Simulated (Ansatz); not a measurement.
**Lattice dynamics of LaBPd3 (Pm-3m)**

Aim: the phonons of LaBPd3 (Pm-3m) at a cell relaxed beforehand at this level. After the zone centre comes a 4×4×4 q mesh on a 8×8×8 k mesh.

Calculated with Ansatz 0.2.0; DFT PBEsol, scalar-relativistic, plane waves, PAW; PAW set soft_1.

### Step 1. Starting point

The structure is cubic, space group Pm-3m (No. 221). Conventional cell: a = 4.348 Å, b = 4.348 Å, c = 4.348 Å, α = 90.00°, β = 90.00°, γ = 90.00°. Nearest to La lie 12 Pd at 3.07 Å and 8 B at 3.77 Å. B has 6 Pd at 2.17 Å and 8 La at 3.77 Å nearest. Nearest to Pd lie 2 B at 2.17 Å and 8 Pd at 3.07 Å and 4 La at 3.07 Å. Farther neighbours are not listed.

### Step 2. Modes at Γ

The cell comes from relaxations at this level that are not shown. The zone centre comes first: it holds the modes that light can see, as far as symmetry allows. No field response is asked, since the mesh shows no gap.

input.yaml

```yaml
crystal:
  lattice:
    - [4.3478863627, 0.0, 0.0]
    - [0.0, 4.3478863627, 0.0]
    - [0.0, 0.0, 4.3478863627]
  atoms:
    - { symbol: La, position: [0.0, 0.0, 0.0] }
    - { symbol: B, position: [0.5, 0.5, 0.5] }
    - { symbol: Pd, position: [0.0, 0.5, 0.5] }
    - { symbol: Pd, position: [0.5, 0.0, 0.5] }
    - { symbol: Pd, position: [0.5, 0.5, 0.0] }
kpoints:
  mp_grid: { grid: [8, 8, 8] }
hamiltonian:
  xc: pbesol
  pseudopotentials: { kind: paw, azcp: { folder: soft_1 }, xc_functional: pbe }
scf:
  occupations: { method: methfessel_paxton, width: 0.2 }
output:
  eigenvalues: true
phonons:
  method: dfpt
```

Started as:

```
ansatz run input.yaml --threads 4 --pin off --max-ram 10240MiB --backend cpu --events-out ev --progress --plain --runs-dir out
```

Numbers of over 12 decimals in the logs are rounded to 6 here.

Output:

```text
zone centre: on kpoints.mp_grid the ground state, and the responses unless they are solved on pairs of k-points, stand on 125 of the mesh's 512 k-points, reduced under 8 symmetry operations, with k and −k counted as one. Each operation leaves every solved displacement unchanged or reverses it
Engine: ansatz 0.2.0, aarch64-unknown-linux-gnu
Pseudopotentials: kind: paw
Pseudopotential: La, paw, valence charge 11, recommended cutoff 420 eV (normal), soft_1/La.paw.azcp
Pseudopotential: B, paw, valence charge 3, recommended cutoff 420 eV (normal), soft_1/B.paw.azcp
Pseudopotential: Pd, paw, valence charge 18, recommended cutoff 420 eV (normal), soft_1/Pd.paw.azcp
Functional definition: PBEsol
  exchange = pbesol_x
  correlation = pbesol_c
Crystal: 5 atoms, lattice volume = 82.193 Å³
Basis set: ecut = 420 eV, 1575 PW (Γ), exchange–correlation on 60×60×60 points (8 copies of the dense FFT grid, shifted against one another)
Bands: 41, of which v1, the nominal top of the filled ones, is band 34 counted from 1 (33 counted from 0)
Symmetry: 48 space group operations
k-points: 125 of 512 (irreducible under 8 space group operations)
Non-local potential: La, projectors of the file, l = 0: 3, l = 1: 2, l = 2: 2, l = 3: 3
Non-local potential: B, projectors of the file, l = 0: 2, l = 1: 2, l = 2: 1
Non-local potential: Pd, projectors of the file, l = 0: 2, l = 1: 2, l = 2: 2, l = 3: 1
PAW form: soft (Blöchl's): semilocal exchange-correlation on the pseudo side does not see the compensation charge
PAW frozen core: La, regenerated for the run's functional, and the local potential with it (the file was generated under x = pbe(κ = 0.804, μ = 0.219515), c = pbe(β = 0.066725))
PAW frozen core: B, regenerated for the run's functional, and the local potential with it (the file was generated under x = pbe(κ = 0.804, μ = 0.219515), c = pbe(β = 0.066725))
PAW frozen core: Pd, regenerated for the run's functional, and the local potential with it (the file was generated under x = pbe(κ = 0.804, μ = 0.219515), c = pbe(β = 0.066725))
PAW one-centre angular grid: La, 590 points (default); XC on 64 Gauss nodes
PAW one-centre angular grid: B, 110 points (default); XC on 64 Gauss nodes
PAW one-centre angular grid: Pd, 590 points (default); XC on 64 Gauss nodes
Initial density: superposition of atomic densities (chi_scale 0.1, normalization cell, long waves kept (reshape's long-wave potential 0.00 eV rms))
Initial wavefunctions: pseudopotential atomic-orbital guess
Functional: x = pbesol(κ = 0.804, μ = 0.123457), c = pbesol(β = 0.046)
SCF iter   1: F=—  HF=-27080.303897 eV  |F-HF|=—  |Δ(HF+E_count)|=         —  Δρ=1.11e0  dr2=1.74e3  ethr=3.10e-3  ⟨swp⟩=4.0  Hψ=15273  notcnv=0
preconditioner: auto → Kerker (q_TF=auto, 2.643 Å⁻¹)  [metal: Δε(μ)=0.015 eV  Ē_g=5.471 eV  σ=0.200 eV  W_gap=0.06  n_scr=26 (ndim 8)  ℏωp=26.5 eV  f_vac=0.000  D(μ)=10.18/eV (n_scr^D=146)]
SCF iter   2: F=—  HF=-27039.156562 eV  |F-HF|=—  |Δ(HF+E_count)|=    4.11e1  S|Δr|=    0.00e0  Δρ=1.91e-1  dr2=5.23e1  ethr=3.10e-3  ⟨swp⟩=5.8  Hψ=33212  notcnv=0
automatic band count: the SCF goes on with 48 bands, as 41 were too few: the levels above may hold too much charge
SCF iter   3: F=—  HF=-27037.796823 eV  |F-HF|=—  |Δ(HF+E_count)|=    1.36e0  S|Δr|=    0.00e0  Δρ=7.98e-2  dr2=8.97e0  ethr=3.10e-3  ⟨swp⟩=1.9  Hψ=7294  notcnv=0  defer=117
SCF iter   4: F=—  HF=-27037.389471 eV  |F-HF|=—  |Δ(HF+E_count)|=   4.07e-1  S|Δr|=    0.00e0  Δρ=4.30e-2  dr2=2.36e0  ethr=3.10e-3  ⟨swp⟩=2.0  Hψ=6621  notcnv=0  defer=122
SCF iter   5: F=—  HF=-27037.249597 eV  |F-HF|=—  |Δ(HF+E_count)|=   1.40e-1  S|Δr|=    0.00e0  Δρ=3.05e-2  dr2=1.14e0  ethr=3.10e-3  ⟨swp⟩=2.0  Hψ=7077  notcnv=0  defer=124
SCF iter   6: F=—  HF=-27037.111920 eV  |F-HF|=—  |Δ(HF+E_count)|=   1.38e-1  S|Δr|=    0.00e0  Δρ=1.83e-2  dr2=4.09e-1  ethr=1.68e-3  ⟨swp⟩=2.0  Hψ=7280  notcnv=0  defer=124
SCF iter   7: F=—  HF=-27037.027941 eV  |F-HF|=—  |Δ(HF+E_count)|=   8.40e-2  S|Δr|=    0.00e0  Δρ=8.24e-3  dr2=8.51e-2  ethr=6.02e-4  ⟨swp⟩=2.0  Hψ=7515  notcnv=0  defer=144
SCF iter   8: F=—  HF=-27037.001357 eV  |F-HF|=—  |Δ(HF+E_count)|=   2.66e-2  S|Δr|=    0.00e0  Δρ=7.40e-4  dr2=5.31e-4  ethr=1.25e-4  ⟨swp⟩=2.0  Hψ=10256  notcnv=0  defer=161
SCF iter   9: F=—  HF=-27037.001345 eV  |F-HF|=—  |Δ(HF+E_count)|=   1.20e-5  S|Δr|=    0.00e0  Δρ=6.02e-4  dr2=4.64e-4  ethr=7.82e-7  ⟨swp⟩=2.0  Hψ=9825  notcnv=0  defer=161
SCF iter  10: F=—  HF=-27037.001226 eV  |F-HF|=—  |Δ(HF+E_count)|=   1.19e-4  S|Δr|=    0.00e0  Δρ=2.74e-4  dr2=9.80e-5  ethr=6.82e-7  ⟨swp⟩=2.0  Hψ=6740  notcnv=0  defer=161
SCF iter  11: F=—  HF=-27037.001200 eV  |F-HF|=—  |Δ(HF+E_count)|=   2.57e-5  S|Δr|=    0.00e0  Δρ=9.59e-5  dr2=1.24e-5  ethr=1.44e-7  ⟨swp⟩=2.0  Hψ=7366  notcnv=0  defer=161
SCF iter  12: F=—  HF=-27037.001198 eV  |F-HF|=—  |Δ(HF+E_count)|=   2.26e-6  S|Δr|=    0.00e0  Δρ=2.04e-5  dr2=5.56e-7  ethr=1.82e-8  ⟨swp⟩=2.0  Hψ=8068  notcnv=0  defer=161
SCF iter  13: F=—  HF=-27037.001196 eV  |F-HF|=—  |Δ(HF+E_count)|=   1.93e-6  S|Δr|=    0.00e0  Δρ=4.22e-6  dr2=2.43e-8  ethr=8.18e-10  ⟨swp⟩=2.0  Hψ=8191  notcnv=0  defer=171
SCF iter  14: F=—  HF=-27037.001196 eV  |F-HF|=—  |Δ(HF+E_count)|=   7.42e-9  S|Δr|=    0.00e0  Δρ=2.65e-7  dr2=7.13e-11  ethr=3.57e-11  ⟨swp⟩=2.0  Hψ=8433  notcnv=0  defer=171
SCF iter  15: F=-27037.001196 eV  HF=-27037.001196 eV  |F-HF|=0.00e0  |Δ(HF+E_count)|=  2.91e-11  S|Δr|=    0.00e0  Δρ=4.69e-8  dr2=1.05e-12  ethr=1.00e-12  ⟨swp⟩=11.1  Hψ=27331  notcnv=0
SCF 1 converged in 15 iterations: F = -27037.001196 eV  dr2 = 1.05e-12
  greatest PAW one-centre occupation: 0.999 electrons in one spin orbital (limit 2), on the Pd atom at site 3 (counted from 0), in its partial waves of l = 0
DFPT response loops at Γ: preconditioner auto → Kerker (q_TF=auto, 2.643 Å⁻¹) (partly filled bands, converged f_vac=0.000); β = 1.00, the filter's whole step (`scf.mixing.beta` (0.50) is not read by the response loops under this deck's `scf.mixing.preconditioner`; to damp them name `kerker` or `kerker_dos`, under which they read `scf.mixing.beta`, and type it under 1.00, their step now; both keys bind the ground state too); Broyden in place of MSR1
SCF converged after 15 iterations
Stability not checked: this state was not tested for a lower state beside it, because cold or Methfessel-Paxton smearing, or corrected tetrahedra, fill the levels in a way that the test cannot read (fill_not_monotonic; see scf.lower_state_search)
Free energy (F): -27037.001196 eV
Harris-Foulkes:  -27037.001196 eV  (|F-HF|=0.00e0)
Internal energy: -27036.999476 eV  (E = F + TS)
E sigma→0 (E₀):  -27037.000766 eV
Entropy (-TS):   -0.001720 eV (-0.344 meV/atom)
Fermi energy:    16.894738 eV
--- Per-component energies (eV) ---
  E_band       = -571.254282
  E_kinetic    = 1582.954816
  E_local      = -7234.683684  (includes V_loc(G=0)·N_el)
  E_nonlocal   = 1213.148286
  E_hartree    = 2968.181260
  E_xc         = -589.588706
  E_vxc        = -710.166268  (∫ρ·V_xc dr)
  E_paw        = -16640.184274  (= ΣΔE_a)
  E_vpaw       = -1358.870586  (= ΣTr[D̂ρ^β])
  E_aug_tail   = 0.000658  (compensation charges beyond the density's cutoff)
  E_ewald      = -8337.919154
  E_core_change = 1.091323  (= ΣΔE_core)
  E_smearing   = -0.001720  (= −TS)
  E_closure    = -0.000000  (closes the sum)
  Σ components = -27037.001196   (vs F -27037.001196, Δ=0.00e0)
--- Band table (eV; the first three rows and the last of 125) ---
  k-point 0: bands = [... 30 lower, 15.1662, 15.1662, 15.5125, 15.5125, 15.5125, 18.6866, 18.6866, 18.8824, ... 10 higher]
  k-point 1: bands = [... 30 lower, 14.9934, 15.1664, 15.3547, 16.0931, 16.0931, 18.6572, 18.8626, 18.8866, ... 10 higher]
  k-point 2: bands = [... 30 lower, 14.7792, 14.9674, 15.1669, 16.6985, 16.6985, 18.5743, 18.8149, 18.9137, ... 10 higher]
  k-point 124: bands = [... 30 lower, 15.0128, 15.0128, 17.0110, 17.0110, 17.0110, 18.3190, 18.3190, 18.3190, ... 10 higher]
--- Phonons (Γ-DFPT): 4 representative perturbations + reference, on 125 of 512 k-points (Σ response iterations 14) ---
  k mesh reduced under 8 symmetry operations, with k and −k counted as one. Each operation leaves every solved displacement unchanged or reverses it
  ASR residual: 3.038e-5 → 0.000e0 eV/Å²; symmetrization residual: 9.931e-7 eV/Å²
  ASR residual per site (eV/Å²): 3.04e-5 1.86e-5 2.81e-5 2.81e-5 2.81e-5
  Γ frequencies (cm⁻¹): -58.72 -58.72 -58.72 0.00 0.00 0.00 79.29 79.29 79.29 122.23 122.23 122.23 431.58 431.58 431.58
  non-analytic LO–TO correction: not included (Born effective charges unavailable; polar crystals: no LO–TO splitting at Γ)
```

Elapsed: 73 s, on 4 threads of Arm Neoverse V1, shared host; peak memory 1.6 GiB.

In the SCF lines HF is the Harris–Foulkes energy and dr2 the Hartree energy of the density residual, in eV; the loop may stop once dr2 is under the threshold and the program's other checks hold. Hψ counts applications of the Hamiltonian.

This step gave:

```yaml
volume_per_atom: 16.44 Å³
gap_on_the_k_mesh: 0 eV
sum_rule_residual_before_enforcement: 3.04e-5 eV/Å²
point_group: m-3m
highest_optical_mode_at_the_zone_centre_no_lo_to_term: 431.6 cm⁻¹
lowest_optical_zone_centre_mode: -58.72 cm⁻¹
```

Patterns of degenerate modes are one choice out of their space. Modes at Γ, with each element's share of the kinetic energy (negative means imaginary):

| mode | frequency (cm⁻¹) | symmetry | La % | B % | Pd % |
| --- | --- | --- | --- | --- | --- |
| 1 | -58.7 | T1u | 9 | 10 | 81 |
| 2 | -58.7 | T1u | 9 | 10 | 81 |
| 3 | -58.7 | T1u | 9 | 10 | 81 |
| 4 | 0.0 | acoustic | 30 | 2 | 68 |
| 5 | 0.0 | acoustic | 30 | 2 | 68 |
| 6 | 0.0 | acoustic | 30 | 2 | 68 |
| 7 | 79.3 | T2u | 0 | 0 | 100 |
| 8 | 79.3 | T2u | 0 | 0 | 100 |
| 9 | 79.3 | T2u | 0 | 0 | 100 |
| 10 | 122.2 | T1u | 62 | 0 | 38 |
| 11 | 122.2 | T1u | 62 | 0 | 38 |
| 12 | 122.2 | T1u | 62 | 0 | 38 |
| 13 | 431.6 | T1u | 0 | 88 | 12 |
| 14 | 431.6 | T1u | 0 | 88 | 12 |
| 15 | 431.6 | T1u | 0 | 88 | 12 |

Displacements in mode 1 (-58.7 cm⁻¹), the largest set to 1:
```
La1 -0.26 -0.11  0.17
B2   1.00  0.42 -0.64
Pd3  0.82 -0.12  0.19
Pd4 -0.29  0.34  0.19
Pd5 -0.29 -0.12 -0.53
```

Displacements in mode 9 (79.3 cm⁻¹), the largest set to 1:
```
La1  0.00  0.00  0.00
B2   0.00  0.00  0.00
Pd3  0.00  0.04  1.00
Pd4  0.68  0.00 -1.00
Pd5 -0.68 -0.04  0.00
```

Before it was imposed, the acoustic sum rule was missed by 3.0e-5 eV/Å². Small misses are needed for a sound result but don't prove that mesh and cutoff are converged. The lowest optical mode is imaginary, 58.7i cm⁻¹, so the energy falls along it.

[end of part 1 of 2]

[Logs are printed without paths, hosts, clocks, repeated set-up lines and the standing remarks that a program may print on its own settings, such as how far it seeks lower states.]

[Hosts, paths, dates, database ids (printed as entryN), source tags and the programs' standing remarks are cut or masked in the printed files.]
